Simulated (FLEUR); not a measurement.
# 1 ML Fe on Re(0001), fcc site, 5 substrate layers: moments or none

Aim: find out whether 1 ML Fe on Re(0001), fcc site, 5 substrate layers carries moments when they start parallel, and what they gain.

Main program and level: FLEUR MaX-R8.1; PBEsol; all-electron FLAPW film, Dirac cores, scalar-relativistic bands.

Report form: the programs' logs are mostly left out.

## (1) The starting structure

The cell holds 6 atoms: 5 Re and 1 Fe. Cell: a = 2.761 Å, b = 2.761 Å, c = 25.021 Å, α = 90.0°, β = 90.0°, γ = 120.0°. Pseudomorphic film on a typed substrate lattice, hard-sphere layer spacings, unrelaxed. Vacuum lies along c.

Coordinates:

```cif
data_structure
_symmetry_space_group_name_H-M 'P 1'
_symmetry_Int_Tables_number 1
_cell_length_a 2.7608
_cell_length_b 2.7608
_cell_length_c 25.0214
_cell_angle_alpha 90.000
_cell_angle_beta 90.000
_cell_angle_gamma 120.000
_cell_volume 165.16
loop_
_atom_site_label
_atom_site_type_symbol
_atom_site_fract_x
_atom_site_fract_y
_atom_site_fract_z
_atom_site_occupancy
Re1 Re 0.00000 0.00000 0.27976 1
Re2 Re 0.66667 0.33333 0.36885 1
Re3 Re 0.00000 0.00000 0.45794 1
Re4 Re 0.66667 0.33333 0.54702 1
Re5 Re 0.00000 0.00000 0.63611 1
Fe6 Fe 0.33333 0.66667 0.72024 1
```

## (2) Start 1: ferro +

The parallel start is the test of whether parallel moments hold.

inpgen writes inp.xml from crystal.txt; cutoffs, mixing, functional, smearing and local orbitals are then set in the file. The k list default-1 (kpts.xml, not shown) is a Γ-centred 12×12×1 mesh; where the ranks do not divide the number of points, some are split in two of half the weight.

inp.xml reads:

```
<?xml version="1.0" encoding="UTF-8" standalone="no"?>
<fleurInput fleurInputVersion="0.39">
   <comment>
      FeRe5
   </comment>
   <calculationSetup>
      <cutoffs Kmax="3.6" Gmax="10.8" GmaxXC="10.8" numbands="0"/>
      <scfLoop itmax="120" minDistance="0.00002" maxIterBroyd="15" imix="Anderson" alpha="0.03" precondParam="0.0" spinf="2.0" sdNocoIR="T"/>
      <coreElectrons ctail="T" frcor="F" kcrel="0" coretail_lmax="0"/>
      <xcFunctional name="PBEs" relativisticCorrections="F"/>
      <magnetism jspins="2"/>
      <soc l_soc="F" theta="0.0" phi="0.0" spav="F"/>
      <expertModes spex="0" secvar="F"/>
      <geometryOptimization l_f="F" forcealpha="1.0" forcemix="BFGS" epsdisp="0.00001" epsforce="0.00001"/>
      <ldaU l_linMix="F" mixParam="0.05" spinf="1.0"/>
   </calculationSetup>
   <cell>
      <bzIntegration valenceElectrons="91.0" mode="hist" fermiSmearingEnergy="0.00183747">
         <kPointListSelection listName="default-1"/>
         <xi:include xmlns:xi="http://www.w3.org/2001/XInclude" href="kpts.xml"> </xi:include>
      </bzIntegration>
      <xi:include xmlns:xi="http://www.w3.org/2001/XInclude" href="sym.xml"> </xi:include>
      <filmLattice scale="1.0" dVac="26.37" dTilda="28.87">
         <bravaisMatrixFilm>
            <row-1>    5.2171559559627658    -0.0000000165162063</row-1>
            <row-2>   -2.6085779636761557     4.5181896016222423</row-2>
         </bravaisMatrixFilm>
         <vacuumEnergyParameters vacuum="1" spinUp="-.25" spinDown="-.25"/>
         <vacuumEnergyParameters vacuum="2" spinUp="-.25" spinDown="-.25"/>
      </filmLattice>
   </cell>
   <atomSpecies>
      <species name="Rhenium (Re)" element="Re" atomicNumber="75">
         <mtSphere radius="2.37" gridPoints="783" logIncrement="0.017"/>
         <atomicCutoffs lmax="8" lnonsphr="6"/>
         <electronConfig flipSpins="F">
            <coreConfig>(1s1/2) (2s1/2) (2p1/2) (2p3/2) (3s1/2) (3p1/2) (3p3/2) (4s1/2) (3d3/2) (3d5/2) (4p1/2) (4p3/2) (4d3/2) (4d5/2) (4f5/2) (4f7/2)</coreConfig>
            <valenceConfig>(5s1/2) (5p1/2) (5p3/2) (6s1/2) (5d3/2) (5d5/2)</valenceConfig>
            <stateOccupation state="(5d3/2)" spinUp="1.000000" spinDown="1.000000"/>
            <stateOccupation state="(5d5/2)" spinUp="1.500000" spinDown="1.500000"/>
         </electronConfig>
         <energyParameters s="6" p="6" d="5" f="5"/>
         <lo type="SCLO" l="0" n="5" eDeriv="0"/>
         <lo type="SCLO" l="1" n="5" eDeriv="0"/>
      </species>
      <species name="Iron (Fe) 2.800" element="Fe" atomicNumber="26">
         <mtSphere radius="2.37" gridPoints="783" logIncrement="0.016"/>
         <atomicCutoffs lmax="8" lnonsphr="6"/>
         <electronConfig flipSpins="F">
            <coreConfig>(1s1/2) (2s1/2) (2p1/2) (2p3/2)</coreConfig>
            <valenceConfig>(3s1/2) (3p1/2) (3p3/2) (4s1/2) (3d3/2) (3d5/2)</valenceConfig>
            <stateOccupation state="(3d3/2)" spinUp="1.4" spinDown="1.0"/>
            <stateOccupation state="(3d5/2)" spinUp="3.0" spinDown="0.6"/>
         </electronConfig>
         <energyParameters s="4" p="4" d="3" f="4"/>
         <lo type="SCLO" l="0" n="3" eDeriv="0"/>
         <lo type="SCLO" l="1" n="3" eDeriv="0"/>
      </species>
   </atomSpecies>
   <atomGroups>
      <atomGroup species="Rhenium (Re)">
         <filmPos label="                   1">.0000000000 .0000000000 -10.4137402432</filmPos>
         <force calculate="T" relaxXYZ="TTT"/>
      </atomGroup>
      <atomGroup species="Rhenium (Re)">
         <filmPos label="                   2">-1.000/3.000 1.000/3.000 -6.2013388139</filmPos>
         <force calculate="T" relaxXYZ="TTT"/>
      </atomGroup>
      <atomGroup species="Rhenium (Re)">
         <filmPos label="                   3">.0000000000 .0000000000 -1.9889373846</filmPos>
         <force calculate="T" relaxXYZ="TTT"/>
      </atomGroup>
      <atomGroup species="Rhenium (Re)">
         <filmPos label="                   4">-1.000/3.000 1.000/3.000 2.2234640447</filmPos>
         <force calculate="T" relaxXYZ="TTT"/>
      </atomGroup>
      <atomGroup species="Rhenium (Re)">
         <filmPos label="                   5">.0000000000 .0000000000 6.4358181903</filmPos>
         <force calculate="T" relaxXYZ="TTT"/>
      </atomGroup>
      <atomGroup species="Iron (Fe) 2.800">
         <filmPos label="                   6">1.000/3.000 -1.000/3.000 10.4137402432</filmPos>
         <force calculate="T" relaxXYZ="TTT"/>
      </atomGroup>
   </atomGroups>
   <output dos="F" band="F" slice="F">
      <bandDOS minEnergy="-.5*Htr" maxEnergy="0.5*Htr" sigma="0.015" storeEVData="T"/>
      <plotting iplot="0" polar="F">
         <plot TwoD="T" vec1="  1.0  0.0  0.0" vec2="  0.0  1.0  0.0" vec3="  0.0  0.0  1.0" zero="  0.0  0.0 -0.5" file="plot"/>
      </plotting>
      <moessbauerParams electricFieldGradient="F" isomerShift="F" coreHyperfine="F" valenceHyperfine="F"/>
   </output>
</fleurInput>
```

crystal.txt reads:

```
FeRe5
&input film=T cartesian=F /
2.76080003766  -0.00000000874  0.00000000000
-1.38040001126  2.39092297175  0.00000000000
0.00000000000  0.00000000000  1.00000000000
1.8897261246
1.0 1.0 1.0

6
75 0.00000000000  0.00000000000  -10.41374024319
75 0.66666666667  0.33333333333  -6.20133881391
75 0.00000000000  0.00000000000  -1.98893738462
75 0.66666666667  0.33333333333  2.22346404466
75 0.00000000000  0.00000000000  6.43581819034
26 0.33333333333  0.66666666667  10.41374024319 : 2.800

&kpt div1=12 div2=12 div3=1 gamma=T /
```

On the command line:

```
$ OMP_NUM_THREADS=1 inpgen -f crystal.txt > inpgen.log  # inp.xml is then edited as shown
$ OMP_NUM_THREADS=1 mpirun -n 4 fleur_MPI > fleur.log
```

Elapsed: 3.3 min, on 4 MPI ranks of Intel Xeon 6975P-C (Granite Rapids), shared host; peak memory 0.48 GiB.

Spin moment in the muffin-tin sphere by atom:

```tsv
atom	spin moment in the muffin-tin sphere (μB)
Re1	-0.03
Re2	-0.01
Re3	-0.02
Re4	0.01
Re5	-0.09
Fe6	2.62
```

Read from the output:

| Property | Result |
| --- | --- |
| free energy | -2308546.7413 eV |
| program's band gap on this mesh (in a metal only a level spacing) | 0.01962 eV |
| magnetization | 2.471 μB |
| final state | ferromagnetic, with opposed induced moments |

After 80 cycles the largest moment stands at 2.62 μB.

## (3) Order 2, typed as no spin polarisation

Without spin polarisation no moment can form, so the difference from the other runs is what forming moments gains.

inp.xml, as its differences from that of step 2:

```diff
@@ -10,3 +10,3 @@
       <xcFunctional name="PBEs" relativisticCorrections="F"/>
-      <magnetism jspins="2"/>
+      <magnetism jspins="1"/>
       <soc l_soc="F" theta="0.0" phi="0.0" spav="F"/>
@@ -45,3 +45,3 @@
       </species>
-      <species name="Iron (Fe) 2.800" element="Fe" atomicNumber="26">
+      <species name="Iron (Fe)" element="Fe" atomicNumber="26">
          <mtSphere radius="2.37" gridPoints="783" logIncrement="0.016"/>
@@ -51,4 +51,4 @@
             <valenceConfig>(3s1/2) (3p1/2) (3p3/2) (4s1/2) (3d3/2) (3d5/2)</valenceConfig>
-            <stateOccupation state="(3d3/2)" spinUp="1.4" spinDown="1.0"/>
-            <stateOccupation state="(3d5/2)" spinUp="3.0" spinDown="0.6"/>
+            <stateOccupation state="(3d3/2)" spinUp="1.200000" spinDown="1.200000"/>
+            <stateOccupation state="(3d5/2)" spinUp="1.800000" spinDown="1.800000"/>
          </electronConfig>
@@ -80,3 +80,3 @@
       </atomGroup>
-      <atomGroup species="Iron (Fe) 2.800">
+      <atomGroup species="Iron (Fe)">
          <filmPos label="                   6">1.000/3.000 -1.000/3.000 10.4137402432</filmPos>
```

crystal.txt, as its differences from that of step 2:

```diff
@@ -14,3 +14,3 @@
 75 0.00000000000  0.00000000000  6.43581819034
-26 0.33333333333  0.66666666667  10.41374024319 : 2.800
+26 0.33333333333  0.66666666667  10.41374024319
```

Wall time 85 s (4 MPI ranks); peak memory 0.36 GiB; 5.7 min of CPU time.

Read from the output:

```yaml
free_energy: -2308546.4633 eV
program_s_band_gap_on_this_mesh_in_a_metal_only_a_level_spacing: 0.01490 eV
final_state: non-magnetic (no spin polarisation)
```

It lies 278 meV a seeded atom over the first start.

## (4) The states side by side

Free energies are divided by the number of seeded atoms.

Orders:

```tsv
start	final state	typed order kept	energy over the lowest (meV a seeded atom)	largest sphere moment (μB)	net moment (μB a primitive cell)	mesh matched	CPU time (s)
ferro +	ferromagnetic, with opposed induced moments	yes	0	2.616	2.471	yes	783
no spin polarisation	non-magnetic	-	278	0	0	yes	339.3
```

## (5) Spin–orbit coupling, moments along z

Spin–orbit coupling ties the spins to the lattice and lets orbital moments form.

A new self-consistent run of the start ferro +, with the moments along z.

inp.xml, as its differences from that of step 2:

```diff
@@ -6,3 +6,3 @@
    <calculationSetup>
-      <cutoffs Kmax="3.6" Gmax="10.8" GmaxXC="10.8" numbands="0"/>
+      <cutoffs Kmax="3.6" Gmax="10.8" GmaxXC="10.8" numbands="211"/>
       <scfLoop itmax="120" minDistance="0.00002" maxIterBroyd="15" imix="Anderson" alpha="0.03" precondParam="0.0" spinf="2.0" sdNocoIR="T"/>
@@ -11,3 +11,3 @@
       <magnetism jspins="2"/>
-      <soc l_soc="F" theta="0.0" phi="0.0" spav="F"/>
+      <soc l_soc="T" theta="0.0" phi="0.0" spav="F"/>
       <expertModes spex="0" secvar="F"/>
```

crystal.txt, as its differences from that of step 2:

```diff
@@ -16,2 +16,3 @@
 
+&soc 0.0000000 0.0000000 /
 &kpt div1=12 div2=12 div3=1 gamma=T /
```

Elapsed: 22 min, on 4 MPI ranks; peak memory 1 GiB.

Spin moment in the muffin-tin sphere by atom:

```tsv
atom	spin moment in the muffin-tin sphere (μB)
Re1	-0.02
Re2	0.00
Re3	-0.01
Re4	0.02
Re5	-0.09
Fe6	2.61
```

Numbers from this step:

```
free energy                                                       : -2308551.5966 eV
program's band gap on this mesh (in a metal only a level spacing) : 1.60e-4 eV
magnetization                                                     : 2.499 μB
final state                                                       : ferromagnetic, with opposed induced moments
orbital moment along the spin                                     : 0.1124 μB
```

Orbital moment in the sphere, along the spin axis by atom:

```tsv
atom	orbital moment in the sphere, along the spin axis (μB)
Re1	-0.002
Re2	-0.010
Re3	-0.001
Re4	-0.003
Re5	-0.011
Fe6	0.112
```

## (6) What came out

```yaml
lower_run: with moments
largest_site_spin_moment: 2.62 μB
energy_gained_by_spin_polarisation: 278 meV a seeded atom
orbital_moment_on_the_atom_of_largest_spin_along_its_spin_spin_orbit_run: 0.112 μB
```

**Reading.** The crystal holds moments, up to 2.62 μB, and the spinless run lies 278 meV a seeded atom higher. The orbital moment is parallel to the spin. No antiferromagnetic order was tried, so the session says nothing on how the moments order. Core electrons leak out of the spheres (0.027 e), which costs some accuracy. A substrate of 5 unrelaxed layers is a model; thickness and relaxation can move these numbers.

[Logs and program files are shortened in this print: banners, set-up blocks, solver, clock and traceback lines can be left out without a mark of their own.]

[Logs are printed without paths, hosts, clocks, repeated set-up lines and the standing remarks that a program may print on its own settings, such as how far it seeks lower states.]

[Hosts, paths, dates, database ids (printed as entryN), source tags and the programs' standing remarks are cut or masked in the printed files.]

[Where a cell is said to come from a database of computed structures, the database is the Materials Project.]
